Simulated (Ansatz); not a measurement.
**Tc of Ag (Fm-3m) from its phonons**

Aim: the phonon-mediated transition temperature of Ag (Fm-3m) at ambient pressure, over a range of μ*. The cell shown first is a relaxed one, from steps not shown here.

Calculated with Ansatz 0.2.0; DFT PBE, scalar-relativistic, plane waves, PseudoDojo norm-conserving pseudopotentials, in the first sound run; inputs show where later runs differ.

## 1. The cell after earlier relaxation steps

Symmetry: Fm-3m, No. 225, cubic system. The conventional cell has a = 4.150 Å, b = 4.150 Å, c = 4.150 Å, α = 90.00°, β = 90.00°, γ = 90.00°. Nearest to Ag lie 12 Ag at 2.93 Å.

## 2. Resistivity: PseudoDojo files

The run that gives the couplings also evaluates McMillan's and Allen and Dynes's formulas and, where asked, the Eliashberg equations, over a range of μ*.

Input file input.yaml:

```yaml
crystal:
  lattice:
    - [0.0, 2.0749720677, 2.0749720677]
    - [2.0749720677, 0.0, 2.0749720677]
    - [2.0749720677, 2.0749720677, 0.0]
  atoms:
    - { symbol: Ag, position: [0.0, 0.0, 0.0] }
kpoints:
  mp_grid: { grid: [12, 12, 12] }
hamiltonian:
  xc: pbe
  pseudopotentials: { kind: nc, accuracy: standard }
scf:
  occupations: { method: methfessel_paxton, width: 0.2 }
output:
  eigenvalues: true
phonons:
  method: dfpt
  qmesh: [4, 4, 4]
  temperatures: { t_max: 1000, t_step: 50 }
  qpath:
    path:
      - [[0.0, 0.0, 0.0], [0.5, 0.0, 0.5], [0.625, 0.25, 0.625]]
      - [[0.375, 0.375, 0.75], [0.0, 0.0, 0.0], [0.5, 0.5, 0.5], [0.5, 0.25, 0.75], [0.5, 0.0, 0.5]]
    npoints: 6
  electrical_resistivity:
    mesh: [16, 16, 16]
    temperatures: [20.0, 50.0, 80.0, 100.0, 150.0, 200.0, 273.0, 300.0, 400.0, 500.0, 600.0, 800.0]
  superconductivity: { mesh: [16, 16, 16], eliashberg_equations: false }
```

On the command line:

```bash
$ ansatz run input.yaml --threads 16 --pin off --max-ram 92160MiB --backend cuda --events-out ev --progress --plain --runs-dir out --max-vram 78GiB
```

Numbers of over 12 decimals in the logs are rounded to 6 here.

The log of the run:

```text
Engine: ansatz 0.2.0, aarch64-unknown-linux-gnu
Pseudopotentials: kind: nc
Pseudopotential: Ag, nc, valence charge 19, recommended cutoff 1115.666836 eV (normal), Ag.nc.azcp (PseudoDojo's, or run here from an input of PseudoDojo's; its table is named by hamiltonian.pseudopotentials.accuracy)
Functional definition: PBE
  parameter kappa = 0.804
  parameter beta = 0.066725
  exchange = pbe_x(kappa = kappa, mu = beta*pi^2/3)
  correlation = pbe_c(beta = beta)
[...]
Crystal: 1 atoms, lattice volume = 17.868 Å³
Basis set: ecut = 1115.666836 eV, 1459 PW (Γ), exchange–correlation on 64×64×64 points (8 copies of the dense FFT grid, shifted against one another)
Bands: 14, of which v1, the nominal top of the filled ones, is band 10 counted from 1 (9 counted from 0)
Symmetry: 48 space group operations
k-points: 72 of 1728
Non-local potential: Ag, projectors of the file, l = 0: 2, l = 1: 2, l = 2: 2
Initial density: superposition of atomic densities (chi_scale 0.1, normalization cell)
Initial wavefunctions: pseudopotential atomic-orbital guess
[...]
Functional: x = pbe(κ = 0.804, μ = 0.219515), c = pbe(β = 0.066725)
SCF iter   1: F=—  HF=-4218.501929 eV  |F-HF|=—  |Δ(HF+E_count)|=         —  Δρ=6.63e-2  dr2=8.14e-1  ethr=3.10e-3  ⟨swp⟩=5.8  Hψ=5868  notcnv=0
preconditioner: auto → none  [metal: Δε(μ)=0.052 eV  Ē_g=15.311 eV  σ=0.200 eV  W_gap=0.22  n_scr=8 (ndim 8)  ℏωp=29.1 eV  f_vac=0.000  D(μ)=0.39/eV (n_scr^D=0)  sad-step TF]
SCF iter   2: F=—  HF=-4218.295659 eV  |F-HF|=—  |Δ(HF+E_count)|=   2.06e-1  S|Δr|=    0.00e0  Δρ=2.33e-2  dr2=9.23e-2  ethr=3.10e-3  ⟨swp⟩=2.1  Hψ=1920  notcnv=0
[...]
SCF iter   8: F=-4218.280048 eV  HF=-4218.280048 eV  |F-HF|=1.82e-12  |Δ(HF+E_count)|=  6.75e-10  S|Δr|=    0.00e0  Δρ=1.92e-7  dr2=1.61e-12  ethr=1.00e-12  ⟨swp⟩=11.5  Hψ=8839  notcnv=0
SCF 1 converged in 8 iterations: F = -4218.280048 eV  dr2 = 1.61e-12
[...]
NSCF: frozen V_eff on 72 k-points, pencils in batches of 32, up to order 56
[...]
NSCF: frozen V_eff on 72 k-points
[...]
DFPT response loops at q = (0, 0, 0) (fractional): preconditioner auto → Kerker (q_TF=auto, 2.756 Å⁻¹) (partly filled bands, converged f_vac=0.000); β = 1.00, the filter's whole step (`scf.mixing.beta` (0.50) is not read by the response loops under this deck's `scf.mixing.preconditioner`; to damp them name `kerker` or `kerker_dos`, under which they read `scf.mixing.beta`, and type it under 1.00, their step now; both keys bind the ground state too); Anderson in place of MSR1; while a model of the screening serves, it and β = 1 on shorter waves in the place of filter and β
[...]
NSCF: frozen V_eff on 72 k-points
[...]
DFPT response loops at q = (0, 0, 0.25) (fractional): mixed as the last ones told, above
[...]
DFPT response loops at q = (0, 0, -0.5) (fractional): mixed as the last ones told, above
[...]
DFPT response loops at q = (0, 0.25, 0.25) (fractional): mixed as the last ones told, above
[...]
DFPT response loops at q = (0, 0.25, -0.5) (fractional): mixed as the last ones told, above
[...]
DFPT response loops at q = (0, 0.25, -0.25) (fractional): mixed as the last ones told, above
[...]
DFPT response loops at q = (0, -0.5, -0.5) (fractional): mixed as the last ones told, above
[...]
DFPT response loops at q = (0.25, -0.5, -0.25) (fractional): mixed as the last ones told, above
[...]
SCF iter   1: F=—  HF=-4218.501929 eV  |F-HF|=—  |Δ(HF+E_count)|=         —  Δρ=6.63e-2  dr2=8.14e-1  ethr=3.10e-3  ⟨swp⟩=5.8  Hψ=5868  notcnv=0
SCF iter   2: F=—  HF=-4218.295659 eV  |F-HF|=—  |Δ(HF+E_count)|=   2.06e-1  S|Δr|=    0.00e0  Δρ=2.33e-2  dr2=9.23e-2  ethr=3.10e-3  ⟨swp⟩=2.1  Hψ=1920  notcnv=0
SCF iter   3: F=—  HF=-4218.279801 eV  |F-HF|=—  |Δ(HF+E_count)|=   1.59e-2  S|Δr|=    0.00e0  Δρ=7.19e-3  dr2=4.95e-3  ethr=4.86e-4  ⟨swp⟩=2.2  Hψ=1360  notcnv=0
SCF iter   4: F=—  HF=-4218.279836 eV  |F-HF|=—  |Δ(HF+E_count)|=   3.55e-5  S|Δr|=    0.00e0  Δρ=6.19e-4  dr2=1.31e-5  ethr=2.61e-5  ⟨swp⟩=2.4  Hψ=1959  notcnv=0
SCF iter   5: F=—  HF=-4218.279827 eV  |F-HF|=—  |Δ(HF+E_count)|=   9.55e-6  S|Δr|=    0.00e0  Δρ=1.76e-4  dr2=2.16e-6  ethr=6.88e-8  ⟨swp⟩=2.1  Hψ=1734  notcnv=0
[...]
SCF 2 converged in 8 iterations: F = -4218.280048 eV  dr2 = 1.60e-12
[...]
SCF converged after 8 iterations
[...]
Hall coefficient in a weak field at 20 K (a third of the trace): -1.006e-10 m³/C (as a tensor it moves by 1.2 % between the two finest meshes); by each state's relaxation time: -1.046e-10 m³/C; by a constant relaxation time: -8.505e-11 m³/C
  mean free path at 50 K (of a tensor a third of its trace): 676 nm by what each carries, 581 by the Fermi surface alone
  Hall coefficient in a weak field at 50 K (a third of the trace): -9.203e-11 m³/C (as a tensor it moves by 1.9 % between the two finest meshes); by each state's relaxation time: -9.071e-11 m³/C; by a constant relaxation time: -8.507e-11 m³/C
  mean free path at 80 K (of a tensor a third of its trace): 245 nm by what each carries, 228 by the Fermi surface alone
  Hall coefficient in a weak field at 80 K (a third of the trace): -8.554e-11 m³/C (as a tensor it moves by 0.3 % between the two finest meshes); by each state's relaxation time: -8.663e-11 m³/C; by a constant relaxation time: -8.512e-11 m³/C
  mean free path at 100 K (of a tensor a third of its trace): 172 nm by what each carries, 163 by the Fermi surface alone
  Hall coefficient in a weak field at 100 K (a third of the trace): -8.414e-11 m³/C (as a tensor it moves by 0.8 % between the two finest meshes); by each state's relaxation time: -8.547e-11 m³/C; by a constant relaxation time: -8.517e-11 m³/C
  mean free path at 150 K (of a tensor a third of its trace): 101 nm by what each carries, 96.9 by the Fermi surface alone
  Hall coefficient in a weak field at 150 K (a third of the trace): -8.312e-11 m³/C (as a tensor it moves by 1.3 % between the two finest meshes); by each state's relaxation time: -8.455e-11 m³/C; by a constant relaxation time: -8.527e-11 m³/C
  mean free path at 200 K (of a tensor a third of its trace): 72.4 nm by what each carries, 69.9 by the Fermi surface alone
  Hall coefficient in a weak field at 200 K (a third of the trace): -8.292e-11 m³/C (as a tensor it moves by 1.4 % between the two finest meshes); by each state's relaxation time: -8.438e-11 m³/C; by a constant relaxation time: -8.533e-11 m³/C
  mean free path at 273 K (of a tensor a third of its trace): 51.8 nm by what each carries, 50.1 by the Fermi surface alone
  Hall coefficient in a weak field at 273 K (a third of the trace): -8.286e-11 m³/C (as a tensor it moves by 1.6 % between the two finest meshes); by each state's relaxation time: -8.434e-11 m³/C; by a constant relaxation time: -8.535e-11 m³/C
  mean free path at 300 K (of a tensor a third of its trace): 47.0 nm by what each carries, 45.4 by the Fermi surface alone
  Hall coefficient in a weak field at 300 K (a third of the trace): -8.286e-11 m³/C (as a tensor it moves by 1.6 % between the two finest meshes); by each state's relaxation time: -8.434e-11 m³/C; by a constant relaxation time: -8.536e-11 m³/C
  mean free path at 400 K (of a tensor a third of its trace): 34.9 nm by what each carries, 33.7 by the Fermi surface alone
  Hall coefficient in a weak field at 400 K (a third of the trace): -8.288e-11 m³/C (as a tensor it moves by 1.8 % between the two finest meshes); by each state's relaxation time: -8.435e-11 m³/C; by a constant relaxation time: -8.536e-11 m³/C
  mean free path at 500 K (of a tensor a third of its trace): 27.8 nm by what each carries, 26.8 by the Fermi surface alone
  Hall coefficient in a weak field at 500 K (a third of the trace): -8.293e-11 m³/C (as a tensor it moves by 1.9 % between the two finest meshes); by each state's relaxation time: -8.437e-11 m³/C; by a constant relaxation time: -8.537e-11 m³/C
  mean free path at 600 K (of a tensor a third of its trace): 23.1 nm by what each carries, 22.3 by the Fermi surface alone
  Hall coefficient in a weak field at 600 K (a third of the trace): -8.301e-11 m³/C (as a tensor it moves by 2.0 % between the two finest meshes); by each state's relaxation time: -8.441e-11 m³/C; by a constant relaxation time: -8.538e-11 m³/C
  mean free path at 800 K (of a tensor a third of its trace): 17.3 nm by what each carries, 16.7 by the Fermi surface alone
  Hall coefficient in a weak field at 800 K (a third of the trace): -8.323e-11 m³/C (as a tensor it moves by 2.2 % between the two finest meshes); by each state's relaxation time: -8.451e-11 m³/C; by a constant relaxation time: -8.541e-11 m³/C
  the resistivity times a path that all electrons share, by the Fermi surface of the deck's mesh alone (a third of the trace): 8.673e-16 Ω·m²
  not converged in the mesh (λ; λ_tr; the resistivity at 20 K by 3.33 %; the resistivity at 50 K by 2.10 %): between neighbouring meshes, the two finest first, λ moves by 2.04 % and 3.79 %, λ_tr by 5.68 % and 10.65 % and the resistivity by up to 3.33 % and 11.02 %; an estimate, no bound, puts it up to 4.1e-7 % above the Boltzmann equation's exact value after up to 5 iterations (at most 30 are made, fewer where the estimate is under 1.0e-6 % of each spin channel's own resistivity)
  vibrations of 64 cells: unjudged by the run; compare a larger repeat
  the changes of the potential over all sites missed a rigid shift's by 0.00 % (the site terms' by 0.00 %)
  at the force constants' own smearing the fine mesh and the k-points of their solves give squared frequencies that differ by 3.6 % of the larger at the most, at (0, 0, 0.25)
--- Superconductivity: potentials and phonons of a 4×4×4 supercell ---
  pairing by harmonic phonons, in the closed forms alone; spin fluctuations are left out, and so is spin–orbit coupling
           mesh         λ    ħω_log (meV)  μ* declared at (meV)
       16×16×16    0.1402          11.792               13.177
          8×8×8    0.1431          11.801               13.100
          4×4×4    0.1485          11.608               12.939
  λ by the species' shares of the modes' patterns: Ag 0.1402
  transition temperature on the deck's mesh (K), isotropic and anisotropic, restricted to the Fermi surface (FSR) and over the full bandwidth (FBW), and the last with the density of states resolved in a narrower window:
        μ*   McMillan   Allen–Dynes      iso. FSR      iso. FBW    aniso. FSR    aniso. FBW  narrow window
      0.08      0.000         0.000             -             -             -             -              -
      0.10      0.000         0.000             -             -             -             -              -
      0.12      0.000         0.000             -             -             -             -              -
      0.13          -             -             -             -             -             -              -
      0.14          -             -             -             -             -             -              -
      0.16          -             -             -             -             -             -              -
      0.20          -             -             -             -             -             -              -
  not judged without the Eliashberg equations: between neighbouring meshes, the two finest first, λ moves by 2.04 % and 3.79 %
  vibrations of 64 cells: unjudged by the run; compare a larger repeat
  the changes of the potential over all sites missed a rigid shift's by 0.00 % (the site terms' by 0.00 %)
  at the force constants' own smearing the fine mesh and the k-points of their solves give squared frequencies that differ by 3.6 % of the larger at the most, at (0, 0, 0.25)
```

Elapsed: 15 s, on 1 × NVIDIA GB200 with 16 threads of Arm Neoverse V2, shared host; peak memory 2.9 GiB; 95 s of CPU time.

This step gave:

- volume per atom: 17.87 Å³/atom
- metallic on mesh: yes
- gap on the k-mesh: 0 eV
- zero-point energy: 0.01884 eV/cell
- share of imaginary modes in the plain interpolation between solved wavevectors: 0
- highest frequency, solved or plainly interpolated: 158.8 cm⁻¹
- Debye temperature (second moment): 197 K
- resistivity at 300 K: 1.911 μΩ cm
- coupling constant λ: 0.1402
- density of states at the Fermi level: 0.1383 states/eV a spin and cell
- log mean phonon energy ħω_log: 11.79 meV
- transport coupling constant λ_tr: 0.1328, 0.1328, 0.1328 (xx, yy, zz)
- Drude plasma energy: 8.965, 8.965, 8.965 eV (xx, yy, zz)
- resistivity times mean free path: 8.673, 8.673, 8.673 × 10⁻¹⁶ Ω m² (xx, yy, zz)
- second-moment phonon energy ħω₂: 13.18 meV
- coupling λ by branch: 0.0414, 0.0542, 0.0446 (branches by rank of frequency)

An empty cell: under 1 mK by a formula, or no transition down to the floor of the Eliashberg search. Transition temperatures:

| μ* | McMillan Tc (K) | Allen–Dynes Tc (K) |
| --- | --- | --- |
| 0.08 | - | - |
| 0.1 | - | - |
| 0.12 | - | - |
| 0.13 | - | - |
| 0.14 | - | - |
| 0.16 | - | - |
| 0.2 | - | - |

## 3. Coupling and resistivity: finite displacements

Finite displacements in a supercell are the other road to force constants and couplings; here with the base functional.

This step: DFT PBE, scalar-relativistic, plane waves, PAW; PAW set soft_1 (Ansatz 0.2.0).

Changes to input.yaml since step 2:

```diff
@@ -2,5 +2,5 @@
   lattice:
-    - [0.0, 2.0749720677, 2.0749720677]
-    - [2.0749720677, 0.0, 2.0749720677]
-    - [2.0749720677, 2.0749720677, 0.0]
+    - [0.0, 2.0756899872, 2.0756899872]
+    - [2.0756899872, 0.0, 2.0756899872]
+    - [2.0756899872, 2.0756899872, 0.0]
   atoms:
@@ -11,3 +11,3 @@
   xc: pbe
-  pseudopotentials: { kind: nc, accuracy: standard }
+  pseudopotentials: { kind: paw, azcp: { folder: soft_1 } }
 scf:
@@ -17,4 +17,4 @@
 phonons:
-  method: dfpt
-  qmesh: [4, 4, 4]
+  method: fd
+  supercell: [4, 4, 4]
   temperatures: { t_max: 1000, t_step: 50 }
```

The log of the run:

```text
[...]
Crystal: 64 atoms, lattice volume = 1144.715 Å³
Basis set: ecut = 420 eV, 22227 PW (Γ), exchange–correlation on 160×160×160 points (8 copies of the dense FFT grid, shifted against one another)
Bands: 896, of which v1, the nominal top of the filled ones, is band 608 counted from 1 (607 counted from 0)
Symmetry: 3072 space group operations
k-points: 4 of 27
[...]
SCF iter   1: F=—  HF=-485799.028096 eV  |F-HF|=—  |Δ(HF+E_count)|=         —  Δρ=1.37e-8  dr2=7.83e-13  ethr=1.00e-12  ⟨swp⟩=3.0  Hψ=8331  notcnv=0
[...]
SCF iter   2: F=-485799.028096 eV  HF=-485799.028096 eV  |F-HF|=3.49e-10  |Δ(HF+E_count)|=  1.75e-10  S|Δr|=    0.00e0  Δρ=7.40e-9  dr2=2.33e-13  ethr=1.00e-12  ⟨swp⟩=2.0  Hψ=4127  notcnv=0
SCF 1 converged in 2 iterations: F = -485799.028096 eV  dr2 = 2.33e-13
[...]
Symmetry: 8 space group operations
k-points: 6 of 27 (time reversal used)
[...]
iter 1 solved again at ethr=5.83e-9 eV; its pass at ethr=3.10e-3 eV (dr2=7.09e-5 eV) is discarded
[...]
SCF iter   7: F=-485799.028082 eV  HF=-485799.028082 eV  |F-HF|=2.91e-10  |Δ(HF+E_count)|=  1.16e-10  S|Δr|=    0.00e0  Δρ=1.79e-8  dr2=4.20e-12  ethr=1.00e-12  ⟨swp⟩=4.0  Hψ=14835  notcnv=0
SCF 2 converged in 7 iterations: F = -485799.028082 eV  dr2 = 4.20e-12
[...]
Crystal: 1 atoms, lattice volume = 17.886 Å³
Basis set: ecut = 420 eV, 339 PW (Γ), exchange–correlation on 40×40×40 points (8 copies of the dense FFT grid, shifted against one another)
Bands: 14, of which v1, the nominal top of the filled ones, is band 10 counted from 1 (9 counted from 0)
[...]
SCF iter   1: F=—  HF=-7590.838047 eV  |F-HF|=—  |Δ(HF+E_count)|=         —  Δρ=6.71e-2  dr2=8.78e-1  ethr=3.10e-3  ⟨swp⟩=4.1  Hψ=4931  notcnv=0
[...]
SCF iter   7: F=-7590.609814 eV  HF=-7590.609814 eV  |F-HF|=9.09e-13  |Δ(HF+E_count)|=   1.32e-9  S|Δr|=    0.00e0  Δρ=4.53e-7  dr2=2.71e-11  ethr=1.00e-12  ⟨swp⟩=2.0  Hψ=3024  notcnv=0
SCF 3 converged in 7 iterations: F = -7590.609814 eV  dr2 = 2.71e-11
[...]
SCF converged after 2 iterations
[...]
vibrations of 64 cells: unjudged by the run; compare a larger repeat
[...]
--- Superconductivity: potentials and phonons of a 4×4×4 supercell ---
[...]
mesh         λ    ħω_log (meV)  μ* declared at (meV)
       16×16×16    0.1412          11.746               13.134
          8×8×8    0.1446          11.759               13.059
          4×4×4    0.1504          11.552               12.887
  λ by the species' shares of the modes' patterns: Ag 0.1412
[...]
0.08      0.000         0.000             -             -             -             -              -
      0.10      0.000         0.000             -             -             -             -              -
      0.12      0.000         0.000             -             -             -             -              -
      0.13          -             -             -             -             -             -              -
      0.14          -             -             -             -             -             -              -
      0.16          -             -             -             -             -             -              -
      0.20          -             -             -             -             -             -              -
[...]
vibrations of 64 cells: unjudged by the run; compare a larger repeat
[...]
```

Run time: 15 s. Hardware: 1 × NVIDIA GB200 with 16 threads; peak memory 3.1 GiB; 82 s of CPU time.

Numbers from this step:

```yaml
volume_per_atom: 17.89 Å³/atom
zero_point_energy: 0.01879 eV/cell
highest_frequency_solved_or_plainly_interpolated: 158.4 cm⁻¹
debye_temperature_second_moment: 196 K
resistivity_at_300_k: 1.922 μΩ cm
coupling_constant_lambda: 0.1412
density_of_states_at_the_fermi_level: 0.1384 states/eV a spin and cell
log_mean_phonon_energy_omega_log: 11.75 meV
transport_coupling_constant_lambda_tr: 0.1333, 0.1333, 0.1333 (xx, yy, zz)
drude_plasma_energy: 8.96, 8.96, 8.96 eV (xx, yy, zz)
resistivity_times_mean_free_path: 8.679, 8.679, 8.679 × 10⁻¹⁶ Ω m² (xx, yy, zz)
second_moment_phonon_energy_omega: 13.13 meV
coupling_lambda_by_branch: 0.0416, 0.0547, 0.0449 (branches by rank of frequency)
```

An empty cell: under 1 mK by a formula, or no transition down to the floor of the Eliashberg search. Transition temperatures:

| μ* | McMillan Tc (K) | Allen–Dynes Tc (K) |
| --- | --- | --- |
| 0.08 | - | - |
| 0.1 | - | - |
| 0.12 | - | - |
| 0.13 | - | - |
| 0.14 | - | - |
| 0.16 | - | - |
| 0.2 | - | - |

[end of part 1 of 2]

[Logs are printed without paths, hosts, clocks, repeated set-up lines and the standing remarks that a program may print on its own settings, such as how far it seeks lower states.]

[Hosts, paths, dates, database ids (printed as entryN), source tags and the programs' standing remarks are cut or masked in the printed files.]
